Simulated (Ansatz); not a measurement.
## Relaxing glassy CaAl2Si6O16 (175 atoms)

How does glassy CaAl2Si6O16 (175 atoms) relax, and what do bonds, charges and levels look like afterwards?

Method: Kohn-Sham DFT, revPBE, PAW (set soft_2), plane waves, in Ansatz 0.2.0.

**What experiment says.** A Ca0.125Al0.25Si0.75O2 glass plate was measured by high-energy x-ray diffraction at 20 K and the Ca-O distance was fitted in the PDF (“Polyhedral units and network connectivity in calcium aluminosilicate glasses from high-energy x-ray diffraction”, 2000, arxiv:cond-mat/0007490): nearest Ca–O distance 2.32 Å; number of O about Ca 5.3.

This is a report of a sequence of runs, with most program output left out.

## (1) The starting structure

The cell holds 175 atoms: 14 Al, 7 Ca, 112 O and 42 Si. Cell: a = 13.220 Å, b = 13.220 Å, c = 13.220 Å, α = 90.0°, β = 90.0°, γ = 90.0°. 175 atoms (14 Al, 7 Ca, 112 O, 42 Si) placed at random at 2.61 g/cm³, melted at 4500 K for 20 ps at fixed volume with the Morse and Coulomb pair potential with partial charges (Pedone, Malavasi, Menziani, Cormack and Segre, J. Phys. Chem. B 110, 11780 (2006)). Quenched from 4500 K to 300 K at 20 K/ps and fixed volume, held 5 ps.

What the set-up can't give: The quench rate of 20 K/ps is many orders above laboratory rates, so the cell is likely richer in defects and strain than a real sample. The starting topology of bonds comes from the classical model. Only the Γ point is sampled, in a cell whose shortest periodic width is 13 Å.

## (2) Single point at the start

The forces at the start show how far the geometry lies from a minimum of this functional.

input.yaml reads:

```yaml
crystal:
  lattice:
    - [13.2196, 0.0, 0.0]
    - [0.0, 13.2196, 0.0]
    - [0.0, 0.0, 13.2196]
  atoms:
    - { symbol: Al, position: [0.14662, 0.13022, 0.79472] }
    - { symbol: Al, position: [0.99601, 0.28764, 0.14302] }
    - { symbol: Al, position: [0.83762, 0.1381, 0.10601] }
    - { symbol: Al, position: [0.5844, 0.58561, 0.66179] }
    - { symbol: Al, position: [0.85477, 0.77458, 0.06842] }
    - { symbol: Al, position: [0.28433, 0.19374, 0.9925] }
    - { symbol: Al, position: [0.36178, 0.0506, 0.83486] }
    - { symbol: Al, position: [0.11133, 0.37146, 0.01721] }
    - { symbol: Al, position: [0.28144, 0.84979, 0.48669] }
    - { symbol: Al, position: [0.84497, 0.95436, 0.93122] }
    - { symbol: Al, position: [0.96603, 0.47578, 0.40379] }
    - { symbol: Al, position: [0.05898, 0.69442, 0.13721] }
    - { symbol: Al, position: [0.1717, 0.14513, 0.36601] }
    - { symbol: Al, position: [0.91461, 0.4039, 0.63767] }
    - { symbol: Ca, position: [0.27249, 0.84562, 0.93968] }
    - { symbol: Ca, position: [0.78388, 0.78268, 0.55093] }
    - { symbol: Ca, position: [0.38424, 0.57833, 0.46294] }
    - { symbol: Ca, position: [0.81707, 0.73515, 0.2989] }
    - { symbol: Ca, position: [0.1393, 0.02189, 0.56934] }
    - { symbol: Ca, position: [0.48522, 0.59336, 0.00122] }
    - { symbol: Ca, position: [0.31061, 0.41556, 0.88996] }
    - { symbol: O, position: [0.40606, 0.18827, 0.552] }
    - { symbol: O, position: [0.93162, 0.50961, 0.96277] }
    - { symbol: O, position: [0.32211, 0.93783, 0.79239] }
    - { symbol: O, position: [0.54905, 0.21654, 0.21059] }
    - { symbol: O, position: [0.7128, 0.62592, 0.64495] }
    - { symbol: O, position: [0.87462, 0.2646, 0.16967] }
    - { symbol: O, position: [0.69723, 0.35477, 0.82908] }
    - { symbol: O, position: [0.68968, 0.70581, 0.42119] }
    - { symbol: O, position: [0.02935, 0.62849, 0.8224] }
    - { symbol: O, position: [0.56352, 0.08303, 0.59326] }
    - { symbol: O, position: [0.82651, 0.63872, 0.04571] }
    [... 137 atom lines left out ...]
    - { symbol: Si, position: [0.04704, 0.93063, 0.80956] }
    - { symbol: Si, position: [0.47926, 0.28412, 0.28242] }
    - { symbol: Si, position: [0.01523, 0.70472, 0.7307] }
    - { symbol: Si, position: [0.38649, 0.66472, 0.78145] }
    - { symbol: Si, position: [0.8326, 0.51525, 0.03687] }
    - { symbol: Si, position: [0.38487, 0.12779, 0.44023] }
kpoints:
  mp_grid: { grid: [1, 1, 1] }
hamiltonian:
  xc: revpbe
scf:
  occupations: { method: fixed }
output:
  forces: true
  stress: true
  populations: true
  dos:
    method: { smearing: { sigma: 0.08 } }
    de: 0.1
    projected: { site_lists: { Al: [Al], Ca: [Ca], O: [O], Si: [Si] } }
  eigenvalues: true
```

On the command line:

```bash
ansatz run input.yaml --threads 4 --pin off --max-ram 8192MiB --backend cpu --events-out ev --progress --plain --runs-dir out
```

Run time: 47 s. Hardware: 4 threads of AMD EPYC 9R14 (Zen 4), shared host; peak memory 3.9 GiB; 2.9 min of CPU time.

The run gave:

- free energy: -110978.6605 eV
- free energy per atom: -634.1638 eV/atom
- SCF cycles: 10
- pressure: 8.375 GPa
- r.m.s. force component: 1.327 eV/Å
- longest force: 6.137 eV/Å
- Fermi energy: 4.498 eV
- gap (highest filled to lowest empty level): 3.355 eV
- spilling of the projection: 0.01263

The r.m.s. force component of 1.3 eV/Å and the pressure of 8.4 GPa set the starting point.

Neighbours are counted within 2.12 Å (O-Si), 2.19 Å (O-Al), 3.18 Å (O-Ca).

Length of the force by element and coordination:

| element | coordination | atoms | mean length of the force (eV/Å) | spread | least | most |
| --- | --- | --- | --- | --- | --- | --- |
| Al | all | 14 | 1.94 | 0.540 | 0.936 | 2.99 |
| Ca | all | 7 | 1.11 | 0.298 | 0.502 | 1.45 |
| Ca | 5 | 2 | 1.18 | 0.165 | 1.01 | 1.34 |
| Ca | 6 | 3 | 0.935 | 0.340 | 0.502 | 1.33 |
| Ca | 7 | 2 | 1.32 | 0.136 | 1.18 | 1.45 |
| O | all | 112 | 1.84 | 1.01 | 0.347 | 5.59 |
| O | 2 | 70 | 1.63 | 0.775 | 0.347 | 3.61 |
| O | 3 | 42 | 2.20 | 1.23 | 0.474 | 5.59 |
| Si | all | 42 | 2.69 | 1.21 | 0.471 | 6.14 |

## (3) Relaxation

With the cell held, the atoms are moved downhill towards a nearby minimum.

input.yaml, the sections that differ from step 2:

```yaml
output:
  forces: true
relax:
  f_tol: 0.03
  max_steps: 200
# crystal, kpoints, hamiltonian, scf: as in step 2
```

The job ended after 6.1 min (4 threads; peak memory 3.5 GiB; 23 min of CPU time).

Step by step:

| step | energy less that of the first step (eV) | largest force component (eV/Å) |
| --- | --- | --- |
| 1 | 0.0000 | 5.0137 |
| 2 | -7.0410 | 2.8984 |
| 3 | -11.8773 | 0.8375 |
| 4 | -13.0393 | 0.5645 |
| 5 | -13.4477 | 0.4855 |
| 6 | -13.5344 | 0.1957 |
| 7 | -13.5741 | 0.2212 |
| 8 | -13.5976 | 0.3255 |
| 9 | -13.6452 | 0.1235 |
| 10 | -13.6644 | 0.1556 |
| 11 | -13.6541 | 0.2313 |
| 12 | -13.6562 | 0.1523 |
| 13 | -13.6832 | 0.0668 |
| 14 | -13.6967 | 0.0492 |
| 15 | -13.6739 | 0.2874 |
| 16 | -13.7048 | 0.0688 |
| 17 | -13.6968 | 0.3431 |
| 18 | -13.7092 | 0.0163 |

Relaxation steps 11, 12, 15, 17 were tried and not accepted.

The atoms that moved most (Å):

| atom | dx | dy | dz | length |
| --- | --- | --- | --- | --- |
| O74 | 0.619 | -0.183 | -0.112 | 0.656 |
| O45 | 0.081 | -0.296 | 0.447 | 0.542 |
| O106 | 0.330 | 0.252 | 0.229 | 0.474 |
| O91 | -0.273 | -0.352 | -0.147 | 0.469 |
| O64 | -0.399 | 0.176 | 0.160 | 0.465 |
| O62 | 0.050 | 0.421 | -0.182 | 0.462 |
| O121 | 0.186 | -0.219 | -0.305 | 0.419 |
| O81 | 0.214 | -0.350 | 0.043 | 0.412 |

The relaxation changed the energy by -78.3 meV/atom, and atoms moved by 0.21 Å r.m.s., 0.66 Å at most.

## (4) Distances and neighbours after relaxation

Bonds before and after, by the cutoffs listed below:

| pair | bonds before | bonds after | mean before (Å) | mean after (Å) | spread before (Å) | spread after (Å) |
| --- | --- | --- | --- | --- | --- | --- |
| O-Si | 168 | 168 | 1.618 | 1.643 | 0.053 | 0.037 |
| O-Al | 57 | 58 | 1.775 | 1.801 | 0.106 | 0.075 |
| O-Ca | 40 | 41 | 2.512 | 2.461 | 0.173 | 0.178 |

Density 2.61 g/cm³, 13.20 Å³ an atom.

Pair distribution functions g(r), in bins of 0.2 Å:

| r (Å) | total | O-O | O-Si | O-Al | O-Ca | Si-Si | Si-Al |
| --- | --- | --- | --- | --- | --- | --- | --- |
| 1.50 | 0.27 | 0.00 | 0.86 | 0.00 | 0.00 | 0.00 | 0.00 |
| 1.70 | 4.20 | 0.00 | 11.27 | 7.21 | 0.00 | 0.00 | 0.00 |
| 1.90 | 0.31 | 0.00 | 0.06 | 2.88 | 0.00 | 0.00 | 0.00 |
| 2.10 | 0.11 | 0.00 | 0.00 | 0.43 | 1.26 | 0.00 | 0.00 |
| 2.30 | 0.10 | 0.00 | 0.00 | 0.00 | 1.94 | 0.00 | 0.00 |
| 2.50 | 0.57 | 0.98 | 0.00 | 0.00 | 3.24 | 0.00 | 0.24 |
| 2.70 | 2.00 | 4.54 | 0.05 | 0.39 | 1.47 | 0.00 | 0.00 |
| 2.90 | 0.82 | 1.53 | 0.07 | 0.00 | 0.15 | 1.56 | 1.46 |
| 3.10 | 0.85 | 0.79 | 0.27 | 0.36 | 0.12 | 3.35 | 3.58 |
| 3.30 | 0.83 | 0.62 | 0.66 | 0.81 | 0.32 | 1.59 | 2.62 |
| 3.50 | 0.86 | 0.66 | 1.19 | 1.25 | 0.58 | 0.08 | 0.39 |
| 3.70 | 0.94 | 0.63 | 1.42 | 1.45 | 0.61 | 0.00 | 0.23 |
| 3.90 | 1.15 | 0.67 | 1.86 | 1.27 | 1.37 | 0.81 | 0.61 |
| 4.10 | 1.19 | 0.80 | 1.83 | 1.40 | 1.26 | 0.86 | 0.85 |
| 4.30 | 1.23 | 0.81 | 1.67 | 1.92 | 1.19 | 1.19 | 1.35 |
| 4.50 | 0.89 | 0.83 | 0.71 | 1.30 | 1.21 | 1.23 | 0.85 |
| 4.70 | 1.02 | 1.28 | 0.73 | 0.80 | 1.27 | 1.03 | 0.77 |
| 4.90 | 1.05 | 1.22 | 0.69 | 0.63 | 1.87 | 1.60 | 1.25 |
| 5.10 | 1.16 | 1.63 | 0.72 | 0.79 | 0.95 | 1.21 | 1.26 |
| 5.30 | 1.05 | 1.31 | 0.81 | 0.83 | 0.71 | 1.19 | 1.11 |
| 5.50 | 0.90 | 0.89 | 0.90 | 0.91 | 0.81 | 0.89 | 1.61 |
| 5.70 | 0.84 | 0.85 | 0.89 | 0.71 | 0.44 | 0.97 | 0.86 |
| 5.90 | 0.99 | 0.84 | 1.17 | 0.98 | 0.88 | 0.90 | 1.26 |
| 6.10 | 0.93 | 0.85 | 1.12 | 0.93 | 0.89 | 0.67 | 0.81 |
| 6.30 | 0.98 | 0.86 | 1.11 | 1.19 | 1.22 | 0.68 | 0.87 |
| 6.50 | 0.97 | 0.81 | 1.17 | 1.34 | 0.75 | 0.67 | 0.63 |

Bonds by pair of elements; cutoffs follow the first minimum of g(r), held within bounds set by covalent radii, and pairs that aren't listed don't count as bonded:

| pair A-B | cutoff (Å) | bonds | mean length (Å) | spread (Å) | shortest (Å) | B about A | A about B |
| --- | --- | --- | --- | --- | --- | --- | --- |
| O-Si | 2.12 | 168 | 1.64 | 0.037 | 1.58 | 1.5 | 4 |
| O-Al | 2.38 | 58 | 1.80 | 0.075 | 1.70 | 0.518 | 4.14 |
| O-Ca | 2.98 | 41 | 2.46 | 0.178 | 2.11 | 0.366 | 5.86 |

How many atoms have how many bonded neighbours:

| element | mean | 2 | 3 | 4 | 5 | 6 | 7 |
| --- | --- | --- | --- | --- | --- | --- | --- |
| Al | 4.14 | 0 | 0 | 12 | 2 | 0 | 0 |
| Ca | 5.86 | 0 | 0 | 0 | 3 | 2 | 2 |
| O | 2.38 | 69 | 43 | 0 | 0 | 0 | 0 |
| Si | 4 | 0 | 0 | 42 | 0 | 0 | 0 |

Bond angles (no mean is given where the spread exceeds 20°):

| angle | count | mean (°) | spread (°) |
| --- | --- | --- | --- |
| O-Si-O | 252 | 109 | 5.6 |
| O-Ca-O | 102 | - | - |
| O-Al-O | 92 | 108 | 14.8 |
| Si-O-Si | 60 | 144 | 14.9 |
| Ca-O-Si | 52 | 115 | 19.6 |

Oxygen atoms by the number of network formers (Si, P, Ge, B, Al, As, Ga) bound to them:

| network formers bound to O | O atoms | per cent |
| --- | --- | --- |
| 0 | 0 | 0 |
| 1 | 7 | 6.2 |
| 2 | 96 | 85.7 |
| 3 | 9 | 8 |

Network units: each former by its oxygen neighbours and how many of them bridge to another former:

| former | O neighbours | bridging O | atoms |
| --- | --- | --- | --- |
| Si | 4 | 3 | 7 |
| Si | 4 | 4 | 35 |
| Al | 4 | 4 | 12 |
| Al | 5 | 5 | 2 |

Bond length by coordination (bonds to H left out):

| element | coordination | atoms | mean bond length (Å) |
| --- | --- | --- | --- |
| Al | 4 | 12 | 1.78 |
| Al | 5 | 2 | 1.88 |
| Ca | 5 | 3 | 2.44 |
| Ca | 6 | 2 | 2.46 |
| Ca | 7 | 2 | 2.49 |
| O | 2 | 69 | 1.66 |
| O | 3 | 43 | 1.95 |

Rings of the network by King's shortest-path rule, up to 12 atoms, one path for each pair of neighbours; H, halogens, alkali and alkaline-earth atoms are left out, and the last column divides by all other atoms, bonded or not:

| ring size (atoms) | rings | per network atom |
| --- | --- | --- |
| 4 | 3 | 0.018 |
| 6 | 5 | 0.03 |
| 8 | 20 | 0.119 |
| 10 | 21 | 0.125 |
| 12 | 36 | 0.214 |

For some of the pairs, g(r) has its first main peak near 2.7 Å (O-O), 1.6 Å (O-Si), 1.8 Å (O-Al), 2.4 Å (O-Ca), 3.1 Å (Si-Si) and 3.1 Å (Si-Al). By these cutoffs 86 % of Al atoms have 4, 43 % of Ca atoms have 5, 62 % of O atoms have 2 and all Si atoms have 4 bonded neighbours. The O-Si-O angle averages 109° with a spread of 6°. 86 % of the oxygens bridge two formers (Si and Al) and 6 % are non-bridging; 8 % join three. The commonest Si unit has 4 oxygens, 4 of them shared with other formers (35 of 42 atoms). Rings of 12 atoms are the most common (42 % of those counted); sizes run from 4 to 12, where the search stops.

## (5) Single point at the relaxed geometry

One more single point at the end of the walk gives the fuller output and checks the residual forces.

input.yaml reads:

```yaml
crystal:
  lattice:
    - [13.2196, 0.0, 0.0]
    - [0.0, 13.2196, 0.0]
    - [0.0, 0.0, 13.2196]
  atoms:
    - { symbol: Al, position: [0.14112, 0.13503, 0.79492] }
    - { symbol: Al, position: [0.99866, 0.30144, 0.16612] }
    - { symbol: Al, position: [0.82274, 0.14134, 0.11372] }
    - { symbol: Al, position: [0.58652, 0.58734, 0.6554] }
    - { symbol: Al, position: [0.84655, 0.76811, 0.06073] }
    - { symbol: Al, position: [0.27498, 0.1963, 0.98512] }
    - { symbol: Al, position: [0.36505, 0.04996, 0.83667] }
    - { symbol: Al, position: [0.10613, 0.38234, 0.00829] }
    - { symbol: Al, position: [0.27545, 0.844, 0.48755] }
    - { symbol: Al, position: [0.84527, 0.94998, 0.93305] }
    - { symbol: Al, position: [0.97895, 0.46347, 0.3852] }
    - { symbol: Al, position: [0.0551, 0.70417, 0.1316] }
    - { symbol: Al, position: [0.17219, 0.14991, 0.3637] }
    - { symbol: Al, position: [0.91718, 0.41329, 0.62892] }
    - { symbol: Ca, position: [0.27455, 0.83618, 0.94074] }
    - { symbol: Ca, position: [0.78962, 0.77797, 0.54779] }
    - { symbol: Ca, position: [0.37655, 0.58732, 0.45892] }
    - { symbol: Ca, position: [0.81912, 0.71979, 0.29222] }
    - { symbol: Ca, position: [0.13737, 0.03294, 0.5724] }
    - { symbol: Ca, position: [0.494, 0.5975, 0.9951] }
    - { symbol: Ca, position: [0.3103, 0.41323, 0.89597] }
    - { symbol: O, position: [0.39978, 0.18429, 0.54678] }
    - { symbol: O, position: [0.93989, 0.51025, 0.9848] }
    - { symbol: O, position: [0.32576, 0.92633, 0.7964] }
    - { symbol: O, position: [0.56606, 0.21432, 0.2317] }
    - { symbol: O, position: [0.71351, 0.63724, 0.64016] }
    - { symbol: O, position: [0.85703, 0.27033, 0.16122] }
    - { symbol: O, position: [0.69836, 0.3561, 0.82215] }
    - { symbol: O, position: [0.70184, 0.69855, 0.41984] }
    - { symbol: O, position: [0.01093, 0.61825, 0.82054] }
    - { symbol: O, position: [0.55335, 0.07264, 0.59668] }
    - { symbol: O, position: [0.79808, 0.64048, 0.04086] }
    [... 137 atom lines left out ...]
    - { symbol: Si, position: [0.04036, 0.93339, 0.81647] }
    - { symbol: Si, position: [0.48181, 0.28079, 0.29025] }
    - { symbol: Si, position: [0.01323, 0.70522, 0.73425] }
    - { symbol: Si, position: [0.39016, 0.66214, 0.78466] }
    - { symbol: Si, position: [0.82974, 0.52363, 0.04181] }
    - { symbol: Si, position: [0.38072, 0.12685, 0.43951] }
kpoints:
  mp_grid: { grid: [1, 1, 1] }
hamiltonian:
  xc: revpbe
scf:
  occupations: { method: fixed }
output:
  forces: true
  stress: true
  populations: true
  dos:
    method: { smearing: { sigma: 0.08 } }
    de: 0.1
    projected: { site_lists: { Al: [Al], Ca: [Ca], O: [O], Si: [Si] } }
  eigenvalues: true
  write_density: true
  write_potential: true
  volumetric_format: npy
  elf: true
```

Wall time 47 s (4 threads); peak memory 3.9 GiB.

Read from the output:

* free energy: -110992.3697 eV
* free energy per atom: -634.2421 eV/atom
* SCF cycles: 9
* pressure: 1.944 GPa
* r.m.s. force component: 0.00425 eV/Å
* longest force: 0.02434 eV/Å
* Fermi energy: 4.19 eV
* gap (highest filled to lowest empty level): 3.781 eV
* spilling of the projection: 0.01262

Löwdin charges by element and coordination (they lack the spilled electrons, 0.069 e an atom on average):

| element | coordination | atoms | mean charge (e) | spread | least | most |
| --- | --- | --- | --- | --- | --- | --- |
| Al | all | 14 | 1.37 | 0.0277 | 1.30 | 1.41 |
| Al | 4 | 12 | 1.38 | 0.019 | 1.34 | 1.41 |
| Al | 5 | 2 | 1.34 | 0.0486 | 1.30 | 1.39 |
| Ca | all | 7 | 1.81 | 0.0095 | 1.80 | 1.83 |
| Ca | 5 | 3 | 1.81 | 0.0117 | 1.80 | 1.83 |
| Ca | 6 | 2 | 1.80 | 0.0049 | 1.8 | 1.81 |
| Ca | 7 | 2 | 1.82 | 0.0016 | 1.82 | 1.82 |
| O | all | 112 | -0.833 | 0.0609 | -1.03 | -0.756 |
| O | 2 | 69 | -0.812 | 0.0449 | -0.986 | -0.758 |
| O | 3 | 43 | -0.868 | 0.0672 | -1.03 | -0.756 |
| Si | all | 42 | 1.75 | 0.035 | 1.66 | 1.82 |

Density of states as counts of states in windows of 1 eV (from the Fermi level), total and the larger projections:

| from (eV) | to (eV) | total | O p | Si p |
| --- | --- | --- | --- | --- |
| -14 | -11 | 0.0 | 0.0 | 0.0 |
| -11 | -10 | 5.7 | 3.8 | 0.2 |
| -10 | -9 | 17.6 | 11.7 | 0.8 |
| -9 | -8 | 27.3 | 18.7 | 2.0 |
| -8 | -7 | 33.6 | 24.4 | 4.3 |
| -7 | -6 | 58.5 | 44.8 | 8.9 |
| -6 | -5 | 56.8 | 44.3 | 6.6 |
| -5 | -4 | 87.5 | 73.0 | 6.4 |
| -4 | -3 | 112.7 | 101.1 | 4.4 |
| -3 | -2 | 133.3 | 124.6 | 2.9 |
| -2 | -1 | 109.4 | 104.4 | 1.5 |
| -1 | 0 | 28.5 | 27.2 | 0.4 |
| 0 | 1 | 1.2 | 1.2 | 0.0 |
| 1 | 3 | 0.0 | 0.0 | 0.0 |
| 3 | 4 | 2.0 | 0.0 | 0.0 |
| 4 | 5 | 5.0 | 0.4 | 0.6 |

The curve was stored every 0.10 eV, coarse against its broadening of 0.08 eV, so these counts are rough.

With fixed occupations the program's Fermi level is the highest filled level; weight inside the gap is the broadening of levels at its edges.

Between -26 and -14 eV lie 266 more states.

(Continued in part 2 of 2.)

[Logs are printed without paths, hosts, clocks, repeated set-up lines and the standing remarks that a program may print on its own settings, such as how far it seeks lower states.]

[Hosts, paths, dates, database ids (printed as entryN), source tags and the programs' standing remarks are cut or masked in the printed files.]
